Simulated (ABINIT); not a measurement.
# A GW chain in ABINIT: Tellurium (P3_121, 3 atoms a cell), part 2 of 2

How does a plane-wave GW calculation on Tellurium (P3_121, 3 atoms a cell) run from the first input to the gap?

ABINIT 10.8.3; PBE and many-body steps on it, plane waves. Known limits of the many-body steps: not at the basis limit; model gap, bands may invert with spin-orbit coupling; screening runs away on this mesh; no spin-orbit coupling; coarse k mesh.

So far. Step 2 (Ground state): The gap is direct, at (0.333, 0.333, 0.500). Step 3 (Bands along the symmetry lines): The gap is 0.189 eV, as in the run before at this level.

The database entry behind the starting cell differs from later determinations by our own check (inner coordinate of an old entry), so it need not match the best structure at ambient conditions.

## 4. Empty states on the mesh, 3×3×2 mesh, 122 bands

Level of this step: DFT, PBE, plane waves, norm-conserving pseudopotentials (ABINIT).

The sums over transitions need many empty states on a uniform mesh; this step solves for them.

The input, run.abi:

```
acell 3*1.0 Angstrom
rprim 
  4.454000000025 -0.000000000006 0.000000000000
  -2.227000000008 3.857277148481 0.000000000000
  0.000000000000 0.000000000000 5.924000000000
ntypat 1
znucl 52
natom 3
typat 1 1 1
xred 
  0.269000000000 0.000000000000 0.333333333333
  0.000000000000 0.269000000000 0.666666666667
  0.731000000000 0.731000000000 -0.000000000000
pp_dirpath "pseudos"
pseudos "Te.upf"
ecut 39
ngkpt 3 3 2
nshiftk 1
shiftk 0 0 0
kptopt 1
chksymbreak 0
iscf -2
irdden 1
istwfk *1
nband 122
nbdbuf 10
tolwfr 1e-09
nstep 60
prtvol 0
indata_prefix "in"
outdata_prefix "out"
tmpdata_prefix "tmp"
```

Launch:

```sh
OMP_NUM_THREADS=1 mpirun -n 4 abinit run.abi > log
```

Numbers of over 12 decimals in the logs are rounded to 6 here.

The program printed:

```text
.Version 10.8.3 of ABINIT. v10.8.2 released Aug 2026.

 Symmetries : space group P3_1 2 1 (#152); Bravais hP (primitive hexag.)
[... echo of the input left out ...]
== DATASET  1 ==================================================================
-   mpi_nproc: 4, omp_nthreads: 1 (-1 if OMP is not activated)

--- !DatasetInfo
iteration_state: {dtset: 1, }
dimensions: {natom: 3, nkpt: 6, mband: 122, nsppol: 1, nspinor: 1, nspden: 1, mpw: 8029, }
cutoff_energies: {ecut:  39.0, pawecutdg:  -1.0, }
electrons: {nelect:   7.20000000E+01, charge:   0.00000000E+00, occopt:   1.00000000E+00, tsmear:   1.00000000E-02, }

 Real(R)+Recip(G) space primitive vectors, cartesian coordinates (Bohr,Bohr^-1):
 R(1)=  8.4168402  0.0000000  0.0000000  G(1)=  0.1188094  0.0685947  0.0000000
 R(2)= -4.2084201  7.2891974  0.0000000  G(2)=  0.0000000  0.1371893  0.0000000
 R(3)=  0.0000000  0.0000000 11.1947376  G(3)=  0.0000000  0.0000000  0.0893277
 Unit cell volume ucvol=  6.8681965E+02 bohr^3
 Angles (23,13,12)=  9.00000000E+01  9.00000000E+01  1.20000000E+02 degrees

 getcut: wavevector=  0.0000  0.0000  0.0000  ngfft=  48  48  64
         ecut(hartree)=     39.000   => boxcut(ratio)=   2.02859

--- Pseudopotential description ------------------------------------------------
- Te Generated using ONCVPSP code by D. R. Hamann
- 52.00000  24.00000  220131                  znucl, zion, pspdat
12 -101130 3 -1 1294                          pspcod,pspxc,lmax,lloc,mmax
     nproj     2     2     2     2
  pspatm : epsatm=   28.89495404
         --- l  ekb(1:nproj) -->
             0    9.158100   -0.350391
             1    3.254928   -0.666646
             2   -3.247931   -0.911641
[...]
pspatm: atomic psp has been read  and splines computed

--------------------------------------------------------------------------------

================================================================================
 prteigrs : about to open file out_EIG
 Non-SCF case, kpt    1 (  0.00000  0.00000  0.00000), residuals and eigenvalues=
  7.65E-10  2.67E-10  7.61E-10  4.49E-10  5.45E-10  4.90E-10  2.15E-10  9.19E-10
  1.95E-10  4.98E-10  6.40E-10  6.46E-10  3.84E-10  5.11E-10  4.33E-10  5.42E-10
  3.96E-10  5.65E-10  6.14E-10  5.09E-10  4.50E-10  5.38E-10  5.21E-10  4.41E-10
[...]
9.09E-05  9.73E-05
 -5.6304E+00 -5.6304E+00 -5.6304E+00 -3.7958E+00 -3.7958E+00 -3.7957E+00
 -3.7948E+00 -3.7947E+00 -3.7947E+00 -3.7891E+00 -3.7891E+00 -3.7891E+00
 -1.1232E+00 -1.1232E+00 -1.1214E+00 -1.1214E+00 -1.1214E+00 -1.1186E+00
[...]
1.5885E+00  1.6364E+00  1.6364E+00  1.6615E+00  1.6778E+00  1.6778E+00
  1.6873E+00  1.6873E+00  1.6895E+00  1.7250E+00  1.7250E+00  1.7255E+00
  1.7312E+00  1.7669E+00
 prteigrs : prtvol=0 or 1, do not print more k-points.

--- !ResultsGS
iteration_state: {dtset: 1, }
comment   : Summary of ground state results
lattice_vectors:
- [  8.4168402,  -0.0000000,   0.0000000, ]
- [ -4.2084201,   7.2891974,   0.0000000, ]
- [  0.0000000,   0.0000000,  11.1947376, ]
lattice_lengths: [   8.41684,    8.41684,   11.19474, ]
lattice_angles: [ 90.000,  90.000, 120.000, ] # degrees, (23, 13, 12)
lattice_volume:   6.8681965E+02
convergence: {deltae:  0.000E+00, res2:  0.000E+00, residm:  9.958E-10, diffor:  0.000E+00, }
etotal    :  -8.41456785E+02
entropy   :   0.00000000E+00
fermie    :   2.51304514E-01
cartesian_stress_tensor: null
pressure_GPa: null
xred      :
- [  2.6900E-01,   1.8504E-17,   3.3333E-01, Te]
- [  4.1791E-18,   2.6900E-01,   6.6667E-01, Te]
- [  7.3100E-01,   7.3100E-01,   9.2519E-18, Te]
cartesian_forces: null
force_length_stats: {min: null, max: null, mean: null, }

 Integrated electronic density in atomic spheres:
 ------------------------------------------------
 Atom  Sphere_radius  Integrated_density
[...]
================================================================================

 ----iterations are completed or convergence reached----

 Mean square residual over all n,k,spin=   50.969E-11; max=  99.582E-11
 reduced coordinates (array xred) for    3 atoms
[...]
0.000000000000      0.269000000000      0.666666666667
       0.731000000000      0.731000000000      0.000000000000

 cartesian coordinates (angstrom) at end:
    1      1.198126    -1.61e-12     1.974667
    2     -0.599063     1.037608     3.949333
    3      1.627937     2.819670     0.000000
 length scales=  1.889726125908  1.889726125908  1.889726125908 bohr
              =  1.000000000000  1.000000000000  1.000000000000 angstroms
 prteigrs : about to open file out_EIG
 Eigenvalues (hartree) for nkpt=   6  k points:
 kpt#   1, nband=122, wtk=  0.05556, kpt=  0.0000  0.0000  0.0000 (reduced coord)
[...]
1.55942    1.58469    1.58713    1.58845    1.58845    1.63645    1.63645    1.66154
   1.67785    1.67785    1.68731    1.68731    1.68955    1.72499    1.72499    1.72552
   1.73119    1.76687
 prteigrs : prtvol=0 or 1, do not print more k-points.

== END DATASET(S) ==============================================================
================================================================================

 -outvars: echo values of variables after computation  --------
            nband         122
             nkpt           6
          spgroup         152
 [... the other variables as echoed above ...]

 Calculation completed.
```

The job ended after 69 s (4 MPI ranks of Arm Neoverse V1, shared host; peak memory 0.4 GiB; 4.6 min of CPU time).

Numbers from this step:

| Quantity | Value |
| --- | --- |
| gap | 0.1888 eV |
| k of the valence top | 0.3333, 0.3333, 0.5 |
| k of the conduction bottom | 0.3333, 0.3333, 0.5 |
| least direct gap | 0.1888 eV |
| k points computed | 6 |
| lowest point of the top converged band, above the valence top | 37.59 eV |

On this mesh the gap is 0.189 eV.

## 5. Screening, 3×3×2 mesh, 112 bands, screening to 108.8 eV

The RPA dielectric matrix is built and inverted for each q.

This step: RPA screening on PBE, plane waves, norm-conserving pseudopotentials.

run.abi: that of step 4 with these lines changed.

```diff
@@ -21,10 +21,11 @@
 chksymbreak 0
-iscf -2
-irdden 1
 istwfk *1
-nband 122
-nbdbuf 10
-tolwfr 1e-09
-nstep 60
-prtvol 0
+occopt 1
+irdwfk 1
+optdriver 3
+nband 112
+ecuteps 4
+inclvkb 2
+awtr 1
+symchi 1
 indata_prefix "in"
```

The program printed:

```text
.Version 10.8.3 of ABINIT. v10.8.2 released Aug 2026.

 Symmetries : space group P3_1 2 1 (#152); Bravais hP (primitive hexag.)
[... echo of the input left out ...]
== DATASET  1 ==================================================================
-   mpi_nproc: 4, omp_nthreads: 1 (-1 if OMP is not activated)

--- !DatasetInfo
iteration_state: {dtset: 1, }
dimensions: {natom: 3, nkpt: 6, mband: 112, nsppol: 1, nspinor: 1, nspden: 1, mpw: 8029, }
cutoff_energies: {ecut:  39.0, pawecutdg:  -1.0, }
electrons: {nelect:   7.20000000E+01, charge:   0.00000000E+00, occopt:   1.00000000E+00, tsmear:   1.00000000E-02, }

 SCREENING: Calculation of the susceptibility and dielectric matrices

 Based on a program developped by R.W. Godby, V. Olevano, G. Onida, and L. Reining.
 Incorporated in ABINIT by V. Olevano, G.-M. Rignanese, and M. Torrent.
.Using double precision arithmetic ; gwpc =  8

[... cell and pseudopotentials left out ...]
--------------------------------------------------------------------------------

 ==== K-mesh for the wavefunctions ====
 Number of points in the irreducible wedge :     6
[... list of points left out ...]
 Together with  6 symmetry operations and time-reversal symmetry
 yields    18 points in the full Brillouin Zone.

 ==== Q-mesh for the screening function ====
 Number of points in the irreducible wedge :     6
[... list of points left out ...]
 Together with  6 symmetry operations and time-reversal symmetry
 yields    18 points in the full Brillouin Zone.

 setmesh: FFT mesh size selected  =    27x   27x   45
          total number of points  =        32805

 vcoul_init : cutoff-mode = AUXILIARY_FUNCTION
 q-points for optical limit:   1
     1)      0.000010    0.000020    0.000030

- screening: taking advantage of time-reversal symmetry
- Maximum band index for partially occupied states nbvw = 36
- Remaining bands to be divided among processors   nbcw = 76
- Number of bands treated by each node ~19

 Number of electrons calculated from density =   72.0000; Expected =   72.0000
 average of density, n =  0.104831
 r_s =    1.3157
 omega_plasma =   31.2321 [eV]

 calculating chi0 at frequencies [eV] :
  1    0.000000E+00    0.000000E+00
  2    0.000000E+00    3.123205E+01

--------------------------------------------------------------------------------
  q-point number  1        q = ( 0.000000, 0.000000, 0.000000) [r.l.u.]
--------------------------------------------------------------------------------
[... chi0 elements left out ...]
 For q-point:  0.000010 0.000020 0.000030
  dielectric constant =   1.32368E+03
  dielectric constant without local fields =   1.64456E+03

  Average fulfillment of the sum rule on Im[epsilon] for q-point    1 :     46.23  [%]
[... wings left out ...]
  q-point number  2        q = ( 0.333333, 0.000000, 0.000000) [r.l.u.]
--------------------------------------------------------------------------------
[... chi0 elements left out ...]
  Average fulfillment of the sum rule on Im[epsilon] for q-point    2 :     52.51  [%]

 [... 4 further q-points ...]
```

Wall time 54 s (4 MPI ranks); peak memory 1.3 GiB; 3.6 min of CPU time.

Numbers from this step:

| Quantity | Value |
| --- | --- |
| ε∞ with local fields, on this mesh, along the program's q direction | 1324 |
| the same without local fields | 1645 |
| plasma frequency | 31.23 eV |
| plane waves in the screening matrix | 251 |

Local fields lower ε∞ by 20 %. The value itself is an artefact of the mesh, where one narrow direct gap carries too much weight.

## 6. Self-energy, 3×3×2 mesh, 112 bands, screening to 108.8 eV

The self-energy is evaluated for the states that the input lists, and the levels follow from it, in one-shot runs by the linearised quasiparticle equation.

This step: G0W0 on PBE, plane waves, norm-conserving pseudopotentials.

run.abi: that of step 5 with these lines changed.

```diff
@@ -24,8 +24,17 @@
 irdwfk 1
-optdriver 3
+optdriver 4
 nband 112
+gwcalctyp 0
+ecutsigx 39
+symsigma 1
+nkptgw 2
+kptgw 
+  0.3333333333 0.3333333333 0.5000000000
+  0.0000000000 0.0000000000 0.0000000000
+bdgw 
+  35 39
+  34 38
 ecuteps 4
-inclvkb 2
-awtr 1
-symchi 1
+irdscr 1
+ppmodel 1
 indata_prefix "in"
```

The program printed:

```text
.Version 10.8.3 of ABINIT. v10.8.2 released Aug 2026.

 Symmetries : space group P3_1 2 1 (#152); Bravais hP (primitive hexag.)
[... echo of the input left out ...]
== DATASET  1 ==================================================================
-   mpi_nproc: 4, omp_nthreads: 1 (-1 if OMP is not activated)

--- !DatasetInfo
iteration_state: {dtset: 1, }
dimensions: {natom: 3, nkpt: 6, mband: 112, nsppol: 1, nspinor: 1, nspden: 1, mpw: 8029, }
cutoff_energies: {ecut:  39.0, pawecutdg:  -1.0, }
electrons: {nelect:   7.20000000E+01, charge:   0.00000000E+00, occopt:   1.00000000E+00, tsmear:   1.00000000E-02, }

 SIGMA: Calculation of the GW corrections

 Based on a program developped by R.W. Godby, V. Olevano, G. Onida, and L. Reining.
 Incorporated in ABINIT by V. Olevano, G.-M. Rignanese, and M. Torrent.
.Using double precision arithmetic ; gwpc =  8

[... cell and pseudopotentials left out ...]
--------------------------------------------------------------------------------

 ==== K-mesh for the wavefunctions ====
 Number of points in the irreducible wedge :     6
[... list of points left out ...]
 Together with  6 symmetry operations and time-reversal symmetry
 yields    18 points in the full Brillouin Zone.

 ==== Q-mesh for screening function ====
 Number of points in the irreducible wedge :     6
[... list of points left out ...]
 Together with  6 symmetry operations and time-reversal symmetry
 yields    18 points in the full Brillouin Zone.

 vcoul_init : cutoff-mode = AUXILIARY_FUNCTION
 q-points for optical limit:   1
     1)      0.000010    0.000020    0.000030
 setmesh: FFT mesh size selected  =    45x   45x   72
          total number of points  =       145800

 Number of electrons calculated from density =   72.0000; Expected =   72.0000
 average of density, n =  0.104831
 r_s =    1.3157
 omega_plasma =   31.2321 [eV]

 === KS Band Gaps ===
  >>>> For spin  1
   Minimum direct gap =   0.1887 [eV], located at k-point      :   0.3333  0.3333  0.5000
   Fundamental gap    =   0.1887 [eV], Top of valence bands at :   0.3333  0.3333  0.5000
                                       Bottom of conduction at :   0.3333  0.3333  0.5000
 SIGMA fundamental parameters:
 PLASMON POLE MODEL  1
 number of plane-waves for SigmaX                 8029
 number of plane-waves for SigmaC and W            251
 number of plane-waves for wavefunctions          8029
 number of bands                                   112
 number of independent spin polarizations            1
 number of spinorial components                      1
 number of k-points in IBZ                           6
 number of q-points in IBZ                           6
 number of symmetry operations                       6
 number of k-points in BZ                           18
 number of q-points in BZ                           18
 number of frequencies for dSigma/dE                 9
 frequency step for dSigma/dE [eV]                0.25
 number of omega for Sigma on real axis              0
 max omega for Sigma on real axis  [eV]           0.00
 zcut for avoiding poles [eV]                     0.10

 EPSILON^-1 parameters (SCR file):
 dimension of the eps^-1 matrix on file            251
 dimension of the eps^-1 matrix used               251
 number of plane-waves for wavefunctions          8029
 number of bands                                   112
 number of q-points in IBZ                           6
 number of frequencies                               2
 number of real frequencies                          1
 number of imag frequencies                          1

 matrix elements of self-energy operator (all in [eV])

 Perturbative Calculation

--- !SelfEnergy_ee
iteration_state: {dtset: 1, }
kpoint     : [   0.333,    0.333,    0.500, ]
spin       : 1
KS_gap     :    0.189
QP_gap     :    0.426
Delta_QP_KS:    0.237
data: !SigmaeeData |
     Band     E0 <VxcDFT>   SigX SigC(E0)      Z dSigC/dE  Sig(E)    E-E0       E
       35   6.838 -13.348 -14.415   1.279   0.792  -0.262 -13.180   0.168   7.006
       36   6.838 -13.348 -14.415   1.279   0.792  -0.262 -13.180   0.168   7.006
       37   7.027 -12.763  -9.319  -2.934   0.794  -0.260 -12.358   0.405   7.432
       38   8.172 -12.773  -9.110  -3.140   0.792  -0.262 -12.358   0.415   8.587
       39   8.172 -12.773  -9.110  -3.140   0.792  -0.262 -12.358   0.415   8.587

--- !SelfEnergy_ee
iteration_state: {dtset: 1, }
kpoint     : [   0.000,    0.000,    0.000, ]
spin       : 1
KS_gap     :    1.864
QP_gap     :    2.273
Delta_QP_KS:    0.409
data: !SigmaeeData |
     Band     E0 <VxcDFT>   SigX SigC(E0)      Z dSigC/dE  Sig(E)    E-E0       E
       34   5.166 -12.255 -14.260   2.002   0.784  -0.275 -12.258  -0.002   5.164
       35   5.166 -12.255 -14.260   2.002   0.784  -0.275 -12.258  -0.002   5.164
       36   5.992 -12.551 -14.380   1.863   0.787  -0.271 -12.525   0.027   6.018
       37   7.856 -13.090  -9.507  -3.031   0.789  -0.267 -12.654   0.435   8.291
       38   7.856 -13.090  -9.507  -3.031   0.789  -0.267 -12.654   0.435   8.291

== END DATASET(S) ==============================================================
================================================================================

 -outvars: echo values of variables after computation  --------
           etotal      0.0000000000E+00
            nband         112
             nkpt           6
          spgroup         152
 [... the other variables as echoed above ...]

 Calculation completed.
```

Wall time 10 s (4 MPI ranks); peak memory 1.1 GiB; 41 s of CPU time.

This step gave:

| Item | Value |
| --- | --- |
| G0W0 gap on the points computed | 0.4260 eV |
| starting gap on the mesh | 0.1888 eV |
| k of the valence top | 0.3333, 0.3333, 0.5 |
| k of the conduction bottom | 0.3333, 0.3333, 0.5 |
| Z at the valence top | 0.792 |
| Z at the conduction bottom | 0.794 |
| least direct G0W0 gap on the computed points | 0.4260 eV |

The gap on the mesh goes from 0.19 eV to 0.43 eV, a correction of +0.24 eV.

Limits: finite bands, cutoff and mesh; model gap, bands may invert with spin-orbit coupling; no spin-orbit coupling; coarse k mesh. v1 is the top filled band, c1 the lowest empty one. The levels before and after the correction (eV, zero at the valence-band top of each column):

```tsv
	conduction bottom	valence top
Kohn-Sham	0.19	0.00
G0W0	0.43	0.00
```

```tsv
	level	energy (eV)
Kohn-Sham	(0.333 0.333 0.5) v2-v1	0.000
Kohn-Sham	(0.333 0.333 0.5) c1	0.189
Kohn-Sham	(0.333 0.333 0.5) c2-c3	1.334
G0W0	(0.333 0.333 0.5) v2-v1	0.000
G0W0	(0.333 0.333 0.5) c1	0.426
G0W0	(0.333 0.333 0.5) c2-c3	1.581
```

## 7. Where the time went

Times are wall times on 4 MPI ranks of Arm Neoverse V1, shared host, good to a factor of about two.

```tsv
step	time	share	memory (GiB)
ground state	42 s	18 %	0.41
bands along the symmetry lines	61 s	26 %	0.49
empty states on the mesh	69 s	29 %	0.4
screening	54 s	23 %	1.3
self-energy	10 s	4 %	1.1
```

## 8. What came out

| Quantity | Value |
| --- | --- |
| PBE gap | 0.19 eV, direct |
| G0W0 gap on the mesh | 0.43 eV |
| GW settings | 3×3×2 mesh, 112 bands, screening to 108.8 eV, Godby-Needs plasmon pole |
| known limits | not at the basis limit; model gap, bands may invert with spin-orbit coupling; screening runs away on this mesh; no spin-orbit coupling; coarse k mesh |

In words: G0W0 moves the gap on the mesh from 0.19 eV to 0.43 eV (+0.24 eV), with Z of 0.79 and 0.79 at the edges. Local fields lower the RPA ε∞ on this mesh from 1644.56 to 1323.68; a Γ-centred mesh this coarse tends to raise both, most where the direct gap is narrow, while a short band sum lowers them. Only 2 of the mesh's irreducible points were corrected, so a valley elsewhere could overtake. Bands and cutoff are finite, so the gap is not at the basis limit. The miss can reach some tenths of an eV and take either sign; the mesh is an error of its own. In the G0W0 run levels were corrected at 2 k points alone, so a gap called «on the mesh» is the least over those, and an edge elsewhere would be missed. The 3×3×2 mesh is coarse for this cell, which bears on the long-range parts of exchange and screening. With atoms this heavy and so narrow a gap, spin-orbit coupling can invert the bands. These scalar-relativistic gaps are then model values, not to be set against experiment, and a spin-orbit change taken from DFT can't simply be added. On this mesh the RPA ε∞ passes 90, more than nearly any semiconductor shows; a coarse mesh does this where one point with a narrow direct gap carries much weight. The screening is then too strong, and the G0W0 gap should not be taken as the material's.

[Paths, hosts, dates, memory and timing lines, banners, echoed tables and standing remarks are left out of the program output.]

[Logs are printed without paths, hosts, clocks, repeated set-up lines and the standing remarks that a program may print on its own settings, such as how far it seeks lower states.]

[Runs of the session that timed out or met a known fault of the program may be left out.]

[Hosts, paths, dates, database ids (printed as entryN), source tags and the programs' standing remarks are cut or masked in the printed files.]

[G0W0 gaps are taken among the corrected bands and points alone; a level outside them can change the order at an edge.]

[Where Ansatz stands beside ABINIT at settings called matched, ABINIT's density can come from a denser mesh and the files from another edition; pairs whose starting gaps differed by over 0.03 eV were left out, so agreement reads better than it is.]
